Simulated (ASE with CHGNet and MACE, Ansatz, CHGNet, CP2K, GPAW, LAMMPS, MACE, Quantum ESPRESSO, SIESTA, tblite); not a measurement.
## Glassy 63SiO2-9CaO-11ZnO-11SrO-6Sc2O3 (mol %) (98 atoms) in machine-learned potentials

Wanted: machine-learned potentials inputs and outputs for glassy 63SiO2-9CaO-11ZnO-11SrO-6Sc2O3 (mol %) (98 atoms), checked against a plane-wave reference.

Calculated with ASE with CHGNet and MACE; the method is named at each step.

## Step 1: Starting point

The cell holds 98 atoms: 22 Si, 3 Ca, 4 Zn, 4 Sr, 4 Sc and 61 O. Cell: a = 11.025 Å, b = 11.025 Å, c = 11.025 Å, α = 90.0°, β = 90.0°, γ = 90.0°. 98 atoms (22 Si, 3 Ca, 4 Zn, 4 Sr, 4 Sc, 61 O) placed at random at 2.93 g/cm³, melted at 4000 K for 10 ps at fixed volume with the Morse and Coulomb pair potential with partial charges (Pedone, Malavasi, Menziani, Cormack and Segre, J. Phys. Chem. B 110, 11780 (2006)). Quenched from 4000 K to 300 K at 25 K/ps and fixed volume, held 10 ps at zero pressure, then minimised at fixed cell.

The yardstick, on the same geometry:

```
method                                           : Kohn-Sham DFT, PBE, PAW, plane waves (Ansatz 0.2.0); cutoff 420 eV, Γ point, fermi-dirac smearing of 0.05 eV; PAW set soft_2
r.m.s. force component                           : 0.9374 eV/Å
longest force                                    : 3.122 eV/Å
pressure                                         : 4.616 GPa
gap (highest filled to lowest empty level) : 2.774 eV
SCF cycles                                       : 10
time                                             : 11 s on 8 threads of Arm Neoverse V2, shared host
CPU time                                         : 78 s
```

## Step 2: CHGNet r2SCAN potential

Method: machine-learned interatomic potential CHGNet r2SCAN, trained on r2SCAN plane-wave data.

run.py reads:

```python
import numpy as np
from ase.io import read
import mlip  # loads the published weights by name

atoms = read("structure.xyz")
atoms.calc = mlip.calc("chgnet-r2scan")
energy = atoms.get_potential_energy()
forces = atoms.get_forces()
print(f"energy {energy:.6f} eV")
print("forces (eV/A)")
for i, (a, f) in enumerate(zip(atoms, forces)):
    print(f"{i:4d} {a.symbol:2s} {f[0]:10.5f} {f[1]:10.5f} {f[2]:10.5f}")
stress = -atoms.get_stress(voigt=False) * 160.21766
print("stress (GPa, compression positive)")
for row in stress:
    print(" ".join(f"{x:10.4f}" for x in row))
```

structure.xyz reads:

```xyz
98
Lattice="11.02476 0.00000 0.00000 0.00000 11.02476 0.00000 0.00000 0.00000 11.02476" Properties=species:S:1:pos:R:3 pbc="T T T"
Si 8.02459 3.31448 8.82289
Si 6.65951 0.25181 0.48024
Si 4.34651 2.50130 5.18869
Si 2.41597 2.03627 1.50499
Si 2.94857 8.43769 9.25518
Si 0.02613 4.61937 2.96676
Si 1.37765 10.82499 6.10254
Si 3.57213 8.86468 6.11632
Si 6.13583 0.93622 8.56922
Si 1.13919 2.65134 5.08164
Si 10.48344 0.90260 1.79538
Si 5.60234 6.38554 1.43686
Si 1.09729 5.22485 6.95993
Si 7.27083 8.96732 2.38587
Si 10.22083 1.15969 9.73100
Si 8.50119 2.03142 3.93727
Si 3.56993 10.54507 0.47241
Si 6.32568 4.30131 3.68646
Si 0.26415 7.47357 10.67153
Si 3.92195 4.20980 7.80840
Si 10.39271 8.81639 2.47473
Si 5.36608 6.45864 9.38196
Ca 4.13373 10.59116 3.50521
Ca 8.34431 3.61017 1.19376
Ca 0.79830 4.09118 10.37683
Zn 2.38300 5.59959 1.42385
Zn 9.39883 5.84841 8.54209
Zn 0.56921 9.66761 8.36085
Zn 1.66430 7.06908 4.28565
Sr 8.18544 9.05618 8.80944
Sr 9.32110 0.57935 6.60085
Sr 4.98948 3.36542 0.01025
Sr 6.67461 7.28053 6.13704
Sc 8.83447 4.75652 5.64964
Sc 2.63007 1.39518 9.06864
Sc 6.58399 10.53295 5.43675
Sc 10.16351 8.02404 5.68040
O 5.00094 3.59595 4.18665
O 2.87074 9.89880 1.66694
O 6.79831 0.07850 9.87378
O 0.67405 1.08274 5.41481
O 9.98931 7.32926 9.75658
O 5.73486 5.96351 10.87372
O 10.15799 10.75300 9.01484
O 6.20716 5.09465 2.27518
O 6.46271 7.70234 1.71997
O 1.22551 5.67511 2.98584
O 9.15209 2.10077 8.97184
O 7.47435 10.16560 1.27435
O 1.32242 8.38521 9.62682
O 1.73188 0.23262 7.62704
O 2.95530 1.05154 0.11565
O 0.69941 3.29828 3.72306
O 4.52269 3.25649 6.67979
O 2.54606 3.54821 1.01935
O 9.18462 2.73425 5.19817
[... 38 atom lines left out ...]
O 10.86733 8.20738 1.03721
O 5.02718 5.16510 8.47925
O 4.08589 6.43118 1.71744
O 8.40991 9.20942 6.03584
```

Launch:

```console
OMP_NUM_THREADS=1 python run.py > output.txt
```

The program printed:

```text
CHGNet vr2scan initialized with 412,525 parameters
CHGNet will run on cpu
energy -1013.908447 eV
forces (eV/A)
   0 Si    0.18885   -1.73776    0.81268
   1 Si   -1.36845    0.05893   -0.76692
   2 Si   -0.33543    0.79453    1.21849
   3 Si    0.46648   -1.22973   -0.87857
   4 Si    0.43335    0.50848   -0.43854
   5 Si   -0.58828   -0.84096    0.78992
   6 Si    0.04934    0.15908    1.37147
   7 Si   -1.31988    0.57886    1.09751
   8 Si    0.50909    0.69526    2.21551
   9 Si    1.17088    0.87493    0.78831
  10 Si    0.53790   -0.32688   -0.95165
  11 Si    0.06260    0.26506   -0.12483
  12 Si    0.56533   -1.10419   -0.47353
  13 Si   -0.23996    0.14101   -0.79370
  14 Si    0.38025    0.60691    0.15672
  15 Si    0.11725    1.05812    0.78019
  16 Si    0.15244    0.75869   -0.24250
  17 Si    0.31911   -0.50410    0.49539
  18 Si   -0.02646    0.71553    0.17964
  19 Si   -1.26066   -0.19880   -0.93647
  20 Si   -0.95850    0.33780   -1.04113
  21 Si   -1.52809    0.25789    0.39589
  22 Ca   -0.46280    0.43172   -0.74090
  23 Ca    0.47660   -0.19748   -0.05614
[...]
90 O     1.38414   -0.58555    1.44412
  91 O     0.31857    1.58474    0.54014
  92 O     0.34995   -0.08117    0.25670
  93 O    -0.29274    1.09161   -0.73766
  94 O     0.05383    0.28108    0.33549
  95 O     0.62935   -0.33282    0.03593
  96 O    -1.67145   -0.02554    0.40095
  97 O    -0.11026   -0.09629    0.41006
stress (GPa, compression positive)
    1.1268     0.7874    -0.0648
    0.7874     0.3205     0.2024
   -0.0648     0.2024     0.8936
```

Run time: 4.1 s. Hardware: 1 thread of Arm Neoverse V2, shared host; peak memory 1.2 GiB.

Banners, paths, timers and routine set-up lines are dropped from the logs unmarked, and long logs keep their key lines alone; longer cuts are marked.

Compared with the plane-wave run:

| Item | Value |
| --- | --- |
| r.m.s. force component | 0.7328 eV/Å |
| r.m.s. difference of force components | 257 meV/Å |
| longest difference of force vectors | 770.5 meV/Å |
| force difference over r.m.s. force | 27.42 % |
| slope of forces against the reference's | 0.768 |
| correlation of force components | 0.9824 |
| pressure | 0.7803 GPa |
| pressure difference | -3.835 GPa |

Length of the force difference by element (eV/Å):

```csv
element,atoms,mean,most
Ca,3,0.41,0.77
O,61,0.47,0.75
Sc,4,0.37,0.53
Si,22,0.30,0.56
Sr,4,0.29,0.36
Zn,4,0.32,0.40
```

A closer look about Si14, picked at random: 9 atoms, nearest first, numbered in the order of the input, with positions taken from that point.

```
atom      x      y      z  distance (Å)  bonds     Fx     Fy  Fz (eV/Å)
Si14   0.00   0.00   0.00          0.00      4  -0.24   0.14      -0.79
 O73  -0.91   0.53   1.19          1.59      3  -0.45   0.23       1.06
 O89   1.51  -0.46   0.33          1.61      2   0.55  -0.28       0.18
 O46  -0.81  -1.26  -0.67          1.64      2   0.51   0.13      -0.09
 O49   0.20   1.20  -1.11          1.65      2   0.87  -0.74       0.15
 Si2  -0.61   2.31  -1.91          3.06      4  -1.37   0.06      -0.77
Si21   3.12  -0.15   0.09          3.13      4  -0.96   0.34      -1.04
Si12  -1.67  -2.58  -0.95          3.22      4   0.06   0.27      -0.12
 O93  -2.15   1.85  -1.62          3.27      2   0.35  -0.08       0.26
```

Atoms are counted from 1 here, from 0 in the log.

Forces lie 27 % from the reference's, at 0.048 times its CPU time (on 1 against 8 cores).

## Step 3: CHGNet 0.3.0 potential

Method: machine-learned interatomic potential CHGNet 0.3.0, trained on PBE(+U) plane-wave data.

run.py: that of step 2 with these lines changed.

```diff
@@ -5,3 +5,3 @@
 atoms = read("structure.xyz")
-atoms.calc = mlip.calc("chgnet-r2scan")
+atoms.calc = mlip.calc("chgnet-0.3.0")
 energy = atoms.get_potential_energy()
```

structure.xyz is that of step 2.

The program printed:

```text
CHGNet v0.3.0 initialized with 412,525 parameters
CHGNet will run on cpu
energy -771.755371 eV
forces (eV/A)
   0 Si    0.26237   -1.84030    0.85662
   1 Si   -1.56434    0.00891   -0.88964
   2 Si   -0.29610    1.00561    1.44513
   3 Si    0.38535   -1.26636   -0.81058
   4 Si    0.50497    0.55761   -0.40046
   5 Si   -0.54811   -0.86263    0.86941
   6 Si    0.13295    0.22250    1.46216
   7 Si   -1.46234    0.48253    1.14965
   8 Si    0.51538    0.70681    2.42871
   9 Si    1.24489    1.12071    0.74656
  10 Si    0.71234   -0.40607   -1.09733
  11 Si   -0.14038    0.48028   -0.07657
  12 Si    0.60861   -1.23198   -0.58301
  13 Si   -0.30345    0.06603   -1.01430
  14 Si    0.57030    0.57143    0.20581
  15 Si    0.19240    1.13120    0.91074
  16 Si    0.10884    0.76873   -0.26385
  17 Si    0.20144   -0.51058    0.63636
  18 Si    0.03888    0.67882    0.31420
  19 Si   -1.53373   -0.25320   -1.16660
  20 Si   -1.06475    0.37920   -1.28889
  21 Si   -1.81072    0.39710    0.52536
  22 Ca   -0.59454    0.49932   -0.96869
  23 Ca    0.60298   -0.18277   -0.08123
[...]
90 O     1.77577   -0.75665    1.95911
  91 O     0.38203    2.28958    0.72861
  92 O     0.50351   -0.10961    0.40849
  93 O    -0.49138    1.52582   -0.91020
  94 O     0.06428    0.32686    0.32777
  95 O     0.99453   -0.43477   -0.01146
  96 O    -2.02749    0.10952    0.61062
  97 O    -0.20106   -0.12796    0.58017
stress (GPa, compression positive)
    5.3689     0.8440    -0.0193
    0.8440     4.4473     0.2518
   -0.0193     0.2518     5.2102
```

It took 4 s on 1 thread; peak memory 1.2 GiB.

Numbers from this run, and their distance from the reference:

```yaml
r_m_s_force_component: 0.9295 eV/Å
r_m_s_difference_of_force_components: 111.4 meV/Å
longest_difference_of_force_vectors: 501 meV/Å
force_difference_over_r_m_s_force: 11.89 %
slope_of_forces_against_the_reference_s: 0.9846
correlation_of_force_components: 0.9929
pressure: 5.009 GPa
pressure_difference: 0.3932 GPa
```

Against the first run (27 %), the force difference from the reference is 12 %, at 0.99 times the CPU time.

## Step 4: MACE MP-0b2 small potential

Method: machine-learned interatomic potential MACE MP-0b2 small, trained on PBE(+U) plane-wave data.

run.py: that of step 3 with these lines changed.

```diff
@@ -5,3 +5,3 @@
 atoms = read("structure.xyz")
-atoms.calc = mlip.calc("chgnet-0.3.0")
+atoms.calc = mlip.calc("mace-mp-0b2-small")
 energy = atoms.get_potential_energy()
```

structure.xyz is that of step 3.

The program printed:

```text
energy -729.264130 eV
forces (eV/A)
   0 Si    0.13884   -1.76199    0.82191
   1 Si   -1.76288    0.06479   -0.84594
   2 Si   -0.32300    0.97030    1.32341
   3 Si    0.17801   -1.11557   -0.64227
   4 Si    0.46698    0.52650   -0.32510
   5 Si   -0.46094   -0.76524    0.76675
   6 Si    0.40887    0.37585    1.35128
   7 Si   -1.58412    0.61863    1.42917
   8 Si    0.42747    0.81212    2.23983
   9 Si    1.15712    0.96985    0.71966
  10 Si    0.71808   -0.50867   -1.06634
  11 Si   -0.21124    0.45592   -0.07361
  12 Si    0.78125   -1.31358   -0.41153
  13 Si   -0.21073    0.27659   -0.88981
  14 Si    0.42324    0.54361    0.26267
  15 Si    0.15485    1.26700    0.81417
  16 Si    0.23503    0.60779   -0.51972
  17 Si    0.31167   -0.68783    0.61292
  18 Si    0.26674    0.66926    0.34027
  19 Si   -1.63118   -0.06059   -0.87570
  20 Si   -1.05848    0.45096   -1.39632
  21 Si   -1.74184    0.43228    0.41585
  22 Ca   -0.67941    0.41794   -1.27561
  23 Ca    0.66777   -0.18715   -0.13360
[...]
90 O     1.81509   -0.70696    2.06228
  91 O     0.32156    2.31778    0.64749
  92 O     0.62372    0.05406    0.51559
  93 O    -0.66807    1.51140   -0.80531
  94 O     0.04004    0.32744    0.33122
  95 O     1.02751   -0.37760   -0.00213
  96 O    -2.17152    0.14046    0.58621
  97 O    -0.05537   -0.24748    0.51794
stress (GPa, compression positive)
    5.1944     0.9473     0.0656
    0.9473     4.2407     0.2782
    0.0656     0.2782     5.1792
```

Run time: 6.4 s. Hardware: 1 thread; peak memory 0.67 GiB.

Against the reference:

| Item | Value |
| --- | --- |
| r.m.s. force component | 0.9353 eV/Å |
| r.m.s. difference of force components | 90.23 meV/Å |
| longest difference of force vectors | 562.9 meV/Å |
| force difference over r.m.s. force | 9.627 % |
| slope of forces against the reference's | 0.9932 |
| correlation of force components | 0.9954 |
| pressure | 4.871 GPa |
| pressure difference | 0.2558 GPa |

Against the first run (27 %), the force difference from the reference is 9.6 %, at 1.5 times the CPU time.

## Step 5: Side by side

Differences are against the plane-wave reference, forces as r.m.s. over components; share is that over the reference's r.m.s. force, slope the least-squares factor from reference forces to these. Total energies of different programs have different zeros and aren't compared.

| run | Δ force, r.m.s. (meV/Å) | share (%) | slope | Δ pressure (GPa) | cores | CPU time | memory (GiB) |
| --- | --- | --- | --- | --- | --- | --- | --- |
| reference | - | - | - | - | 8 | 78 s | 2.0 |
| CHGNet r2SCAN potential | 257 | 27.4 | 0.768 | -3.84 | 1 | 3.8 s | 1.2 |
| CHGNet 0.3.0 potential | 111 | 11.9 | 0.985 | 0.393 | 1 | 3.8 s | 1.2 |
| MACE MP-0b2 small potential | 90.2 | 9.63 | 0.993 | 0.256 | 1 | 5.9 s | 0.67 |

Times of the machine-learned potentials are mostly Python's start and the loading of weights.

CPU time is summed over cores on a shared host, where runs went side by side, so it is rough. Symmetry, cutoffs, thresholds, outputs and thread counts weren't matched or tuned between programs; memory under MPI is the largest rank's times the ranks.

## Step 6: Summary of results

- nearest in forces: MACE MP-0b2 small potential, 9.6 %
- its CPU time: 5.9 s

What this shows: Machine-learned potentials differ by 9.6 % (MACE MP-0b2 small potential) to 27 % (CHGNet r2SCAN potential); they were trained on other programs' data, some at another functional. Machine-learned potentials mimic data converged in k, so the reference's own k-point error enters their differences. The quench rate of 25 K/ps is many orders above laboratory rates, so the cell is likely richer in defects and strain than a real sample. The network of bonds at the start is that of the classical potential that made the cell, and needn't be the one that DFT or experiment would give. The reference's pressure of 4.6 GPa belongs to a cell and atoms that aren't relaxed at this level. The electronic-structure runs sample only Γ, in a cell whose shortest periodic width is 11 Å.

[Also dropped from logs without a mark: logging warnings of Python, and SIESTA's first energy breakdown and zero terms.]

[Logs are printed without paths, hosts, clocks, repeated set-up lines and the standing remarks that a program may print on its own settings, such as how far it seeks lower states.]

[Hosts, paths, dates, database ids (printed as entryN), source tags and the programs' standing remarks are cut or masked in the printed files.]
